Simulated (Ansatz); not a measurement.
# NbRhC2: relaxing a made-up structure, part 2 of 2

Starting from a made-up structure for NbRhC2, the aim is the relaxed cell, its shortest contacts and, where a second run follows, its electronic structure.

Ansatz 0.2.0; DFT, PBEsol, plane-wave PAW, files of the set soft_1, scalar-relativistic, no spin, cell and ions relaxed at zero pressure; PAW set soft_1 (the session's first sound run).

So far: Starting point; Relaxation of the guess. The relaxed cell has a = 3.225, c = 13.672 Å (conventional setting).

**3. Electronic structure of the relaxed cell**

With the geometry fixed, one more self-consistent run, with a narrower smearing and the mesh shown in its input, gives the bands, and its pressure, and its forces where symmetry allows any, show how far the geometry depends on these settings.

This step: DFT, PBEsol, plane-wave PAW, files of the set soft_1, scalar-relativistic, no spin, bands and density of states at the relaxed cell; PAW set soft_1 (Ansatz 0.2.0).

input.yaml

```yaml
crystal:
  lattice:
    - [1.6126796711, 0.9310810424, 4.557460359]
    - [-1.6126796711, 0.9310810424, 4.557460359]
    - [0.0, -1.8621620843, 4.5574603591]
  atoms:
    - { symbol: Rh, position: [0.5, 0.5, 0.5] }
    - { symbol: Nb, position: [0.0, 0.0, 0.0] }
    - { symbol: C, position: [0.2455969492, 0.2455969492, 0.2455969492] }
    - { symbol: C, position: [0.7544030508, 0.7544030508, 0.7544030508] }
kpoints:
  mp_grid: { grid: [12, 12, 12] }
  band_path:
    path:
      - [[0.0, 0.0, 0.0], [0.5, 0.0, 0.0], [0.5, 0.19449184, -0.19449184]]
      - [[0.80550816, 0.5, 0.19449184], [0.5, 0.5, 0.5], [0.0, 0.0, 0.0], [0.34724592, 0.0, -0.34724592]]
      - [[0.65275408, 0.34724592, 0.0], [0.5, 0.5, 0.0], [0.65275408, 0.65275408, 0.19449184], [0.5, 0.5, 0.5]]
      - [[0.5, 0.0, 0.0], [0.80550816, 0.34724592, 0.34724592]]
    npoints: 8
scf:
  occupations: { method: fermi_dirac, width: 0.03 }
  n_extra_bands: 8
hamiltonian:
  xc: pbesol
  pseudopotentials: { kind: paw, azcp: { folder: soft_1 }, xc_functional: pbe }
output:
  forces: true
  stress: true
  write_bands: true
  dos: { projected: true }
  write_density: true
  write_potential: true
  elf: true
  volumetric_format: npy
```

Launch:

```bash
$ ansatz run input.yaml --threads 4 --pin off --max-ram 8192MiB --backend cpu --events-out ev --progress --plain --runs-dir out
```

Numbers of over 12 decimals in the logs are rounded to 6 here.

The program printed:

```text
[...]
Crystal: 4 atoms, lattice volume = 41.059 Å³
Basis set: ecut = 420 eV, 831 PW (Γ), FFT grids on a1−a2, a2, −a2+a3, exchange–correlation on 48×72×48 points (8 copies of the dense FFT grid, shifted against one another)
Bands: 27, of which v1, the nominal top of the filled ones, is band 19 counted from 1 (18 counted from 0)
Symmetry: 12 space group operations
[...]
k-points: 189 of 1728
[...]
SCF iter   1: F=—  HF=-11333.793435 eV  |F-HF|=—  |Δ(HF+E_count)|=         —  Δρ=2.65e-1  dr2=4.77e1  ethr=3.10e-3  ⟨swp⟩=5.5  Hψ=19668  notcnv=0
[...]
SCF iter   9: F=-11327.286124 eV  HF=-11327.286124 eV  |F-HF|=1.47e-8  |Δ(HF+E_count)|=   5.00e-8  Δρ=5.88e-6  dr2=1.92e-8  ethr=2.63e-10  ⟨swp⟩=13.3  Hψ=31068  notcnv=0
SCF 1 converged in 9 iterations: F = -11327.286124 eV  dr2 = 1.92e-8
[...]
NSCF: frozen V_eff on 76 k-points
SCF converged after 9 iterations
Free energy (F): -11327.286124 eV
[...]
Internal energy: -11327.283849 eV  (E = F + TS)
E sigma→0 (E₀):  -11327.284986 eV
Entropy (-TS):   -0.002275 eV (-0.569 meV/atom)
Fermi energy:    19.837304 eV
[...]
--- Forces (eV/Å), atoms counted from 1 ---
  atom   1  Rh     0.00000000     0.00000000    -0.00000000
  atom   2  Nb     0.00000000     0.00000000     0.00000000
  atom   3  C      0.00000000    -0.00000000    -0.00840029
  atom   4  C      0.00000000     0.00000000     0.00840029
  max |Σ_I F_I| component: 4.63e-18 eV/Å
--- Stress (GPa, compression-positive) ---
        0.031631       0.000000       0.000000
        0.000000       0.031631      -0.000000
        0.000000      -0.000000      -0.030129
  P = ⅓ Tr σ = 0.0110 GPa (0.110 kbar)
--- Band table (eV; the first three rows and the last of 189) ---
  k-point 0: bands = [... 15 lower, 17.7860, 18.6093, 18.6093, 19.4954, 19.4954, 20.4836, 21.1504, 21.1504, ... 4 higher]
  k-point 1: bands = [... 15 lower, 17.4996, 17.8847, 18.5337, 19.6955, 19.7079, 21.0406, 21.2295, 21.3637, ... 4 higher]
  k-point 2: bands = [... 15 lower, 16.4078, 17.8349, 18.4567, 19.6114, 19.9912, 21.1537, 21.5868, 22.4852, ... 4 higher]
  k-point 188: bands = [... 15 lower, 15.9487, 16.7161, 16.7161, 19.2307, 19.7566, 19.7566, 20.8850, 23.5511, ... 4 higher]
```

The job ended after 3.5 s (4 threads of AMD EPYC 7B13 (Zen 3), shared host; peak memory 0.53 GiB).

Numbers from this step:

```
free energy             : -11327.2861 eV
energy at zero smearing : -11327.2850 eV
smearing term TS        : 0.002275 eV
Fermi energy            : 19.84 eV
pressure                : 0.01104 GPa
```

From bands.tsv, the bands that come nearest the Fermi level along the path, at its corners, in eV from the Fermi level:

```
point  band 16  band 17  band 18  band 19  band 20  band 21  band 22  band 23
    Γ    -2.05    -1.23    -1.23    -0.34    -0.34     0.65     1.31     1.31
    L    -4.48    -2.02    -1.89    -0.87     0.71     2.08     2.71     3.11
   B1    -4.19    -2.59    -1.29    -1.20     1.16     2.25     2.60     3.21
    B    -4.19    -2.59    -1.29    -1.20     1.16     2.25     2.60     3.21
    Z    -3.89    -3.12    -3.12    -0.61    -0.08    -0.08     1.05     3.71
    Γ    -2.05    -1.23    -1.23    -0.34    -0.34     0.65     1.31     1.31
    X    -4.17    -2.56    -1.19    -1.09     1.13     2.28     2.58     2.99
    Q    -4.17    -2.56    -1.19    -1.09     1.13     2.28     2.58     2.99
    F    -2.19    -2.16    -1.57    -0.81     0.08     1.47     2.46     3.03
   P1    -2.64    -2.13    -1.76    -0.73     0.40     1.31     2.44     2.95
    Z    -3.89    -3.12    -3.12    -0.61    -0.08    -0.08     1.05     3.71
    L    -4.48    -2.02    -1.89    -0.87     0.71     2.08     2.71     3.11
    P    -2.64    -2.13    -1.76    -0.73     0.40     1.31     2.44     2.95
```

States per cell as run, both spins, in windows of 1 eV, from dos.tsv (zero at the Fermi level):

```csv
from,to,total
-8,-7,0.85
-7,-6,2.57
-6,-5,3.85
-5,-4,3.31
-4,-3,1.30
-3,-2,1.71
-2,-1,2.82
-1,0,1.55
0,1,1.22
1,2,2.74
2,3,4.03
3,4,2.01
4,5,0.10
5,6,1.22
```

Below -8 eV lie 20.0 more states.

ELF in the ac plane of the conventional cell at fractional y = 0.000, with atoms of Rh and Nb and C within 0.2 Å of it. It is the smooth field of the valence electrons, not physical close to the nuclei.

Values, 24 rows by 14 columns, each cell a mean:
```
0.54 0.62 0.64 0.49 0.29 0.25 0.32 0.37 0.30 0.22 0.32 0.55 0.67 0.60
0.37 0.33 0.27 0.25 0.33 0.47 0.57 0.60 0.55 0.42 0.28 0.24 0.29 0.35
0.09 0.11 0.17 0.25 0.33 0.40 0.43 0.44 0.42 0.37 0.30 0.22 0.14 0.10
0.21 0.20 0.20 0.20 0.21 0.25 0.28 0.30 0.28 0.23 0.20 0.20 0.20 0.21
0.54 0.56 0.54 0.43 0.29 0.24 0.28 0.31 0.28 0.26 0.33 0.47 0.56 0.56
0.19 0.38 0.67 0.71 0.55 0.34 0.25 0.24 0.27 0.40 0.61 0.72 0.59 0.31
0.51 0.60 0.70 0.64 0.45 0.26 0.19 0.17 0.19 0.31 0.51 0.69 0.69 0.58
0.61 0.57 0.46 0.31 0.22 0.22 0.27 0.28 0.24 0.19 0.22 0.35 0.51 0.59
0.21 0.20 0.18 0.17 0.18 0.24 0.29 0.31 0.27 0.21 0.17 0.17 0.19 0.20
0.20 0.20 0.21 0.27 0.35 0.42 0.45 0.46 0.45 0.41 0.34 0.26 0.21 0.20
0.52 0.45 0.33 0.27 0.31 0.42 0.49 0.51 0.48 0.39 0.30 0.29 0.38 0.48
0.73 0.69 0.59 0.45 0.29 0.22 0.23 0.23 0.23 0.24 0.33 0.50 0.63 0.70
0.70 0.65 0.53 0.39 0.28 0.26 0.29 0.30 0.28 0.25 0.29 0.43 0.58 0.67
0.40 0.36 0.28 0.28 0.36 0.48 0.53 0.55 0.52 0.43 0.32 0.25 0.29 0.37
0.17 0.17 0.20 0.25 0.30 0.35 0.38 0.38 0.37 0.33 0.28 0.22 0.18 0.17
0.30 0.28 0.22 0.17 0.17 0.22 0.29 0.32 0.28 0.21 0.17 0.18 0.24 0.29
0.70 0.68 0.58 0.41 0.25 0.20 0.22 0.23 0.22 0.22 0.29 0.46 0.62 0.68
0.34 0.49 0.70 0.70 0.52 0.31 0.21 0.18 0.23 0.37 0.58 0.72 0.64 0.44
0.31 0.46 0.67 0.66 0.49 0.31 0.26 0.25 0.26 0.35 0.55 0.69 0.63 0.41
0.48 0.48 0.42 0.33 0.25 0.25 0.30 0.33 0.29 0.23 0.25 0.36 0.45 0.48
0.14 0.15 0.17 0.20 0.22 0.26 0.28 0.29 0.28 0.25 0.22 0.19 0.16 0.14
0.11 0.12 0.16 0.25 0.36 0.46 0.51 0.53 0.50 0.44 0.34 0.23 0.15 0.12
0.52 0.49 0.39 0.27 0.27 0.40 0.52 0.56 0.50 0.36 0.27 0.31 0.43 0.50
0.37 0.55 0.69 0.56 0.30 0.20 0.26 0.30 0.24 0.22 0.38 0.62 0.66 0.50
```
Columns run along a (3.2 Å), rows up along c (13.7 Å), edges of the conventional cell, whose origin can differ from the input's. Atoms in or near the plane, at fractional coordinates: Rh at (0.00, 0.50), Nb at (0.00, 0.00), C at (0.00, 0.25), C at (0.00, 0.75).

Valence density in the ac plane of the conventional cell at fractional y = 0.000, with atoms of Rh and Nb and C within 0.2 Å of it. It is the smooth field of the valence electrons, not physical close to the nuclei.

Ten steps, logarithmic in the rise over the least value, from '0' (0 e/Å³) to '9' (12 e/Å³), each cell a mean:
```
77653211123577
44322222222234
00012233321100
00112334332100
33322333322233
55543211123455
55432211122345
22222233322222
00011233321000
11112223221111
76532222222456
99864211124789
99753211124689
54322222222345
00011233221100
00012333321100
33322223222233
55432211123455
55432222223445
22222334332222
00012333322100
00112233321100
65432222222355
77753111124678
```
Columns run along a (3.2 Å), rows up along c (13.7 Å), edges of the conventional cell, whose origin can differ from the input's. Atoms in or near the plane, at fractional coordinates: Rh at (0.00, 0.50), Nb at (0.00, 0.00), C at (0.00, 0.25), C at (0.00, 0.75).

Electrostatic potential energy in the ac plane of the conventional cell at fractional y = 0.000, with atoms of Rh and Nb and C within 0.2 Å of it. With pseudopotentials it is smooth inside the atoms' cores, unlike the true potential.

Ten even steps from '0' (-48 eV) to '9' (21 eV), each cell a mean:
```
00257999987410
66789999999876
99999999999999
99999887889999
77899888899987
01589999999731
34789998999864
99998877789999
99999877789999
99999999999999
45689999999764
00147999997300
00258999997410
67899999999877
99999988899999
99998877789999
88998877789998
12589999999742
23689999999852
89999887889999
99999888899999
99999999999999
44678999998754
00147999986300
```
Columns run along a (3.2 Å; values clipped at the 3rd and 97th percentile), rows up along c (13.7 Å), edges of the conventional cell, whose origin can differ from the input's. Atoms in or near the plane, at fractional coordinates: Rh at (0.00, 0.50), Nb at (0.00, 0.00), C at (0.00, 0.25), C at (0.00, 0.75).

**4. Outcome**

* space group, relaxed: R-3m
* conventional cell: a = 3.225, b = 3.225, c = 13.672 Å; α = 90.0°, β = 90.0°, γ = 120.0°
* volume per atom: 10.26 Å³ (guess 10.10)

NbRhC2 relaxes to R-3m with a = 3.225, b = 3.225 and c = 13.672 Å. The guessed volume was 2 % too small. The space group R-3m was held in the relaxation, so the end point is a stationary structure within it and may be a saddle against distortions or other arrangements. Bands cross the Fermi level, so it is a metal or semimetal at this level. On the 12×12×12 mesh with the narrower smearing (relaxed on 10×10×10) the largest force component is 0.008 eV/Å and the largest stress component is 0.032 GPa, within the relaxation's thresholds of 0.015 eV/Å and 0.05 GPa. The cutoff wasn't tested. No dispersion term is used, so weakly bound directions may come out too long. The runs have no spin, and magnetism wasn't tested. Nothing here tests whether the compound is stable against decomposition.

[Logs are printed without paths, hosts, clocks, repeated set-up lines and the standing remarks that a program may print on its own settings, such as how far it seeks lower states.]

[Hosts, paths, dates, database ids (printed as entryN), source tags and the programs' standing remarks are cut or masked in the printed files.]
